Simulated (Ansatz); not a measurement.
# La3TlC (Pm-3m): following an unstable mode, part 3 of 3

Aim: this structure of La3TlC (Pm-3m) is to be tested for unstable modes, and one is followed downhill.

Ansatz 0.2.0; DFT PBEsol, scalar-relativistic, plane waves, PAW; PAW set soft_1.

So far. Step 5 (Energy along the mode, all amplitudes (two of the runs …): The lowest of the steps tried is at 0.14 Å, 1.14 meV/atom below the parent; the bottom of the well need not coincide with a step. Step 7 (The new phase in its own primitive cell): The largest force component left is 0.88 meV/Å and the pressure is 0.000 GPa, within the tolerances set. The cell now holds 27.37 Å³/atom. The relaxed cell has a, b, c = 5.034, 7.363, 7.384 Å (conventional setting).

## (8) Modes of the new phase

A relaxed structure may still be a saddle point, so its zone-centre modes are computed. No field response is asked, since the mesh shows no gap.

input.yaml

```yaml
crystal:
  lattice:
    - [5.0337316431, 0.0, 0.0]
    - [0.0, 3.6814693082, 3.691776196]
    - [0.0, -3.6814693082, 3.691776196]
  atoms:
    - { symbol: La, position: [0.5, 0.99819274, 0.5199451253] }
    - { symbol: La, position: [0.0, 0.4762558685, 0.4762558685] }
    - { symbol: La, position: [0.5, 0.5199451253, 0.99819274] }
    - { symbol: Tl, position: [0.0, 0.0018018394, 0.0018018394] }
    - { symbol: C, position: [0.5, 0.5213982657, 0.5213982657] }
kpoints:
  mp_grid: { grid: [8, 8, 8] }
hamiltonian:
  xc: pbesol
  pseudopotentials: { kind: paw, azcp: { folder: soft_1 }, xc_functional: pbe }
scf:
  occupations: { method: methfessel_paxton, width: 0.2 }
output:
  eigenvalues: true
phonons:
  method: dfpt
```

Launch:

```console
> ansatz run input.yaml --threads 4 --pin off --max-ram 10240MiB --backend cpu --events-out ev --progress --plain --runs-dir out
```

Numbers of over 12 decimals in the logs are rounded to 6 here.

What it wrote:

```text
zone centre: on kpoints.mp_grid the ground state, and the responses unless they are solved on pairs of k-points, stand on 170 of the mesh's 512 k-points, reduced under 2 symmetry operations, with k and −k counted as one. Each operation leaves every solved displacement unchanged or reverses it
[...]
Crystal: 5 atoms, lattice volume = 136.829 Å³
Basis set: ecut = 420 eV, 2681 PW (Γ), exchange–correlation on 72×72×72 points (8 copies of the dense FFT grid, shifted against one another)
Bands: 30, of which v1, the nominal top of the filled ones, is band 25 counted from 1 (24 counted from 0)
Symmetry: 4 space group operations
k-points: 170 of 512 (irreducible under 2 space group operations, time reversal used)
[...]
SCF iter   1: F=—  HF=-30032.603539 eV  |F-HF|=—  |Δ(HF+E_count)|=         —  Δρ=5.16e-2  dr2=1.11e1  ethr=3.10e-3  ⟨swp⟩=4.9  Hψ=21677  notcnv=0
[...]
SCF iter  12: F=-30030.252197 eV  HF=-30030.252197 eV  |F-HF|=7.28e-12  |Δ(HF+E_count)|=  1.09e-11  S|Δr|=    0.00e0  Δρ=6.66e-8  dr2=7.44e-12  ethr=1.00e-12  ⟨swp⟩=19.5  Hψ=41533  notcnv=0
SCF 1 converged in 12 iterations: F = -30030.252197 eV  dr2 = 7.44e-12
[...]
DFPT response loops at Γ: preconditioner auto → Kerker (q_TF=auto, 2.307 Å⁻¹) (partly filled bands, converged f_vac=0.000); β = 1.00, the filter's whole step (`scf.mixing.beta` (0.50) is not read by the response loops under this deck's `scf.mixing.preconditioner`; to damp them name `kerker` or `kerker_dos`, under which they read `scf.mixing.beta`, and type it under 1.00, their step now; both keys bind the ground state too); Broyden in place of MSR1
SCF converged after 12 iterations
[...]
Free energy (F): -30030.252197 eV
[...]
Internal energy: -30030.256368 eV  (E = F + TS)
E sigma→0 (E₀):  -30030.253240 eV
Entropy (-TS):   0.004171 eV (0.834 meV/atom)
Fermi energy:    11.310997 eV
[...]
--- Band table (eV; the first three rows and the last of 170) ---
  k-point 0: bands = [... 21 lower, 10.7181, 10.7613, 10.8261, 11.2904, 11.3038, 11.9986, 12.3058, 12.3403, ... 6 higher]
  k-point 1: bands = [... 21 lower, 10.6320, 10.7837, 10.8918, 11.0712, 11.3640, 11.9529, 12.1203, 12.3066, ... 6 higher]
  k-point 2: bands = [... 21 lower, 10.2849, 10.6531, 10.9958, 11.1627, 11.4528, 11.7853, 12.1771, 12.4335, ... 6 higher]
  k-point 169: bands = [... 21 lower, 8.2218, 11.6912, 11.7372, 11.7381, 12.5267, 12.6021, 12.7408, 12.8303, ... 6 higher]
--- Phonons (Γ-DFPT): 12 representative perturbations + reference, on 170 of 512 k-points (Σ response iterations 40) ---
  k mesh reduced under 2 symmetry operations, with k and −k counted as one. Each operation leaves every solved displacement unchanged or reverses it
  ASR residual: 1.179e-4 → 0.000e0 eV/Å²; symmetrization residual: 3.360e-6 eV/Å²
  ASR residual per site (eV/Å²): 1.18e-4 8.70e-5 1.18e-4 3.15e-5 5.18e-5
[...]
non-analytic LO–TO correction: not included (Born effective charges unavailable; polar crystals: no LO–TO splitting at Γ)
```

Wall time 6.2 min (4 threads of Arm Neoverse V1, shared host); peak memory 3.3 GiB.

This step gave:

- sum-rule residual before enforcement: 1.18e-4 eV/Å²
- point group: mm2
- highest optical mode at the zone centre (no LO-TO term): 273.6 cm⁻¹
- lowest optical zone-centre mode: 5.81 cm⁻¹

Patterns of degenerate modes are one choice out of their space. The modes at Γ (shares of kinetic energy by element, %):

```
mode  frequency (cm⁻¹)  symmetry  La %  Tl %  C %
   1               0.0  acoustic    66    32    2
   2               0.0  acoustic    66    32    2
   3               0.0  acoustic    66    32    2
   4               5.8        A2   100     0    0
   5              14.1        B2    95     5    0
   6              58.2        A1    97     1    1
   7              59.6        B2    36    63    1
   8              63.3        B1    31    68    1
   9              65.4        A1    33    66    1
  10             124.4        B1    96     0    4
  11             127.4        B2    96     0    4
  12             135.4        A1    99     0    1
  13             202.1        B2     7     0   93
  14             216.2        B1     7     0   93
  15             273.6        A1     4     0   95
```

Displacements in mode 5 (14.1 cm⁻¹), the largest set to 1:
```
La1  0.00 -0.32  0.41
La2  0.00  1.00  0.00
La3  0.00 -0.32 -0.41
Tl4  0.00 -0.23  0.00
C5   0.00 -0.16  0.00
```

Displacements in mode 7 (59.6 cm⁻¹), the largest set to 1:
```
La1  0.00 -0.62  0.15
La2  0.00 -0.20  0.00
La3  0.00 -0.62 -0.15
Tl4  0.00  1.00  0.00
C5   0.00 -0.43  0.00
```

Before it was imposed, the acoustic sum rule was missed by 1.2e-4 eV/Å². Small misses are needed for a sound result but don't prove that mesh and cutoff are converged. The lowest optical mode is real, 5.8 cm⁻¹.

## (9) Outcome

```json
{"unstable mode of the parent": "q = (0, 0, 0), 151i cm⁻¹", "depth at the lowest point sampled": "1.14 meV/atom", "largest atomic shift at that point": "0.14 Å", "space group reached (within 0.01 Å)": "Amm2", "energy gained over the parent (first relaxation, on the mesh of the frozen mode)": "5.95 meV/atom", "volume per atom, phase reached": "27.4 Å³", "lowest optical zone-centre mode, phase reached": "5.8 cm⁻¹", "highest optical mode at the zone centre (no LO-TO term), phase reached": "274 cm⁻¹"}
```

In words: Along this mode the structure falls into Amm2, 5.95 meV/atom below the parent. At the parent's cell the well is 1.142 meV/atom deep on the steps tried, with its lowest point at a shift of 0.14 Å. Relaxing atoms and cell changes the gain by +4.81 meV/atom against the lowest step (energies at zero smearing). Most of the total comes from this relaxation. The new phase has no imaginary mode at the zone centre of its cell; other wavevectors were not checked. Of the 5 patterns followed to their end from this parent, this one reaches the lowest energy. Each path keeps the symmetry of its pattern, so a lower phase may lie along a pattern not tried. With no gap, or one that is small against the smearing, the frequencies hang on the k mesh and the smearing, most of all near Kohn anomalies. An optical mode within 15 cm⁻¹ of zero is at the mercy of small errors in the force constants, and even its sign is uncertain. Spin-orbit coupling is left out, which can matter for the heavy elements here. The PAW files were made for PBE and serve the other functionals too. A phonon run warned that its eigensolver left some bands unconverged in a pass.

[Logs are printed without paths, hosts, clocks, repeated set-up lines and the standing remarks that a program may print on its own settings, such as how far it seeks lower states.]

[Hosts, paths, dates, database ids (printed as entryN), source tags and the programs' standing remarks are cut or masked in the printed files.]
